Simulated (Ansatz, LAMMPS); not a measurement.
# Elastic response of glassy 46SiO2-16Al2O3-16BaO-16Li2O-5Sc2O3 (mol %) (121 atoms): runs compared

How stiff is glassy 46SiO2-16Al2O3-16BaO-16Li2O-5Sc2O3 (mol %) (121 atoms), and how do its levels respond to strain?

Computed with Ansatz 0.2.0: Kohn-Sham DFT, r2SCAN, PAW (set soft_2), plane waves.

## 1. The cell as built

The cell holds 121 atoms: 17 Si, 12 Al, 6 Ba, 12 Li, 4 Sc and 70 O. Cell: a = 11.573 Å, b = 11.573 Å, c = 11.573 Å, α = 90.0°, β = 90.0°, γ = 90.0°. 121 atoms (17 Si, 12 Al, 6 Ba, 12 Li, 4 Sc, 70 O) placed at random at 3.16 g/cm³, melted at 4000 K for 10 ps at fixed volume with the Morse and Coulomb pair potential with partial charges (Pedone, Malavasi, Menziani, Cormack and Segre, J. Phys. Chem. B 110, 11780 (2006)). Quenched from 4000 K to 300 K at 100 K/ps and fixed volume, held 10 ps at zero pressure, then minimised at fixed cell.

What the set-up can't give: The quench rate of 100 K/ps far exceeds what a furnace or splat quench reaches, so expect more defects and frozen-in strain than in a real sample. The starting topology of bonds comes from the classical model, and needn't be the one that DFT or experiment would give. Sampling is at Γ alone. No spin–orbit coupling is included, so levels derived from the heavy atoms are approximate.

## 2. The reference run

The reference is a single point at the end of the relaxation.

Every strained cell starts from the geometry of this run, and its atoms are relaxed with the cell held.

Its input, with most atom lines left out:

```yaml
crystal:
  lattice:
    - [11.63783, -0.28287, 0.27858]
    - [-0.28287, 11.60132, 0.21183]
    - [0.27858, 0.21183, 11.41865]
  atoms:
    - { symbol: Si, position: [0.06917, 0.47063, 0.49625] }
    - { symbol: Si, position: [0.67868, 0.56811, 0.62522] }
    - { symbol: Si, position: [0.09842, 0.52978, 0.76966] }
    - { symbol: Si, position: [0.00437, 0.01255, 0.20485] }
    - { symbol: Si, position: [0.30828, 0.26106, 0.73596] }
    - { symbol: Si, position: [0.42122, 0.92026, 0.17073] }
    - { symbol: Si, position: [0.91087, 0.2573, 0.53112] }
    [... atom lines 8 to 121 left out ...]
kpoints:
  mp_grid: { grid: [1, 1, 1] }
hamiltonian:
  xc: r2scan
scf:
  occupations: { method: gaussian, width: 0.05 }
output:
  forces: true
  stress: true
  populations: true
  dos:
    method: { smearing: { sigma: 0.15 } }
    de: 0.1
    projected: { site_lists: { Al: [Al], Ba: [Ba], Li: [Li], O: [O], Sc: [Sc] } }
  eigenvalues: true
  write_density: true
  write_potential: true
  volumetric_format: npy
```

| Property | Result |
| --- | --- |
| free energy per atom | -860.7066 eV/atom |
| r.m.s. force component | 0.00975 eV/Å |
| pressure | -0.006719 GPa |

Filled and empty levels are parted by 4.61 eV (at Γ alone); a semilocal functional tends to put such gaps too low. In a disordered cell it changes from sample to sample, and tail or defect levels can set it.

## 3. The runs

Each row is one run, on 4 threads of AMD EPYC 9R45, shared host. The free energy is the program's total, comparable only between runs with the same functional, potentials and atoms.

```tsv
run	atoms	outcome	ionic steps, all passes	free energy (eV)	time	host memory (GiB)
Single point at the start	121	converged	-	-104139.523	20 s	4.9
Cell and atoms relaxed	121	converged	15	-104145.497	4.7 min	4.9
Single point at the relaxed geometry	121	converged	-	-104145.497	30 s	4.9
Volume -3 %	121	converged	10	-104145.186	3.7 min	4.8
Volume +3 %	121	converged	12	-104145.281	4.3 min	5.0
Volume -6 %	121	converged	12	-104144.174	4.4 min	4.8
Volume +6 %	121	converged	14	-104144.566	4.9 min	5.1
Volume -10 %	121	converged	18	-104141.948	5.4 min	4.4
Stretched by 1 % along x	121	converged	5	-104145.437	1.7 min	4.9
Compressed by 1 % along x	121	converged	7	-104145.435	2.5 min	4.9
Sheared by 2 % in xy	121	converged	7	-104145.429	2.5 min	4.9
```

In some runs the program notes that the SCF threshold is loose for the stress.

## 4. Pressure against volume

Atoms are relaxed at each volume, in the scaled cell.

```tsv
volume change (%)	volume (Å³/atom)	energy change (meV/atom)	pressure (GPa)	largest move on relaxing (Å)	bonds	gap (eV)
-10	11.449	29.33	7.50	0.77	249	4.95
-6	11.958	10.93	4.78	0.28	241	4.79
-3	12.340	2.57	2.26	0.25	240	4.70
+0	12.722	0.00	-0.01	-	235	4.61
+3	13.103	1.78	-1.77	0.64	231	4.55
+6	13.485	7.69	-3.19	0.72	222	4.38
```

## 5. Uniaxial strain and shear

Stress (GPa, compression positive) less that of the relaxed cell, atoms relaxed:

```tsv
strain	xx	yy	zz	xy	energy change (meV/atom)
stretched by 1 % along x	-1.322	-0.466	-0.458	-0.054	0.50
compressed by 1 % along x	1.387	0.569	0.484	0.052	0.51
sheared by 2 % in xy	-0.058	0.008	-0.014	-0.782	0.56
```

## 6. Outcome

The bulk modulus, from the slope of pressure against ln V over the three points nearest the relaxed volume, is 67.2 GPa; between neighbouring points the slope runs 63, 80, 74, 60 and 49 GPa from the smallest volume up, without a steady fall, so no pressure derivative is given. The count of bonds runs from 222 to 249 over the series, so at some points contacts cross the cutoffs. At -10 %, +3 % and +6 % some atom moved by over 0.5 Å on relaxing, so those points may sit in another local minimum. The gap goes from 4.95 eV at the smallest volume to 4.38 eV at the largest, -3.3 eV per unit of ln V by a straight line, on the run's k-points. In the Cartesian axes of the cell, finite differences give C11 = 135, C12 = 51.7, C13 = 47.1 and C66 = 39.1 GPa (the shear of 2 % is the engineering strain, εxy = 0.01). The mean of C11, C12 and C13, which equals the bulk modulus in a cubic or isotropic solid, is 78.1 GPa: it lies 16 % over the bulk modulus from the volumes. For an isotropic solid C66 would equal (C11 − C12)/2 = 41.9 GPa; so small a sample needn't be isotropic, and C66 rests on one shear. With the bulk modulus and C66 as K and G, Young's modulus would be about 98 GPa and Poisson's ratio 0.26.

**Limits.** Strains are finite and relaxations stop at the force tolerance of the input, which can leave moduli too stiff; they are those of a static cell at zero temperature. Volumes are changed with the cell's shape held, so in an anisotropic solid the modulus lies over the one under free hydrostatic load. The program notes that the SCF threshold of the relaxations is loose for the stress.

The DFT runs together took 35 min of wall time.

[Logs are printed without paths, hosts, clocks, repeated set-up lines and the standing remarks that a program may print on its own settings, such as how far it seeks lower states.]

[Hosts, paths, dates, database ids (printed as entryN), source tags and the programs' standing remarks are cut or masked in the printed files.]
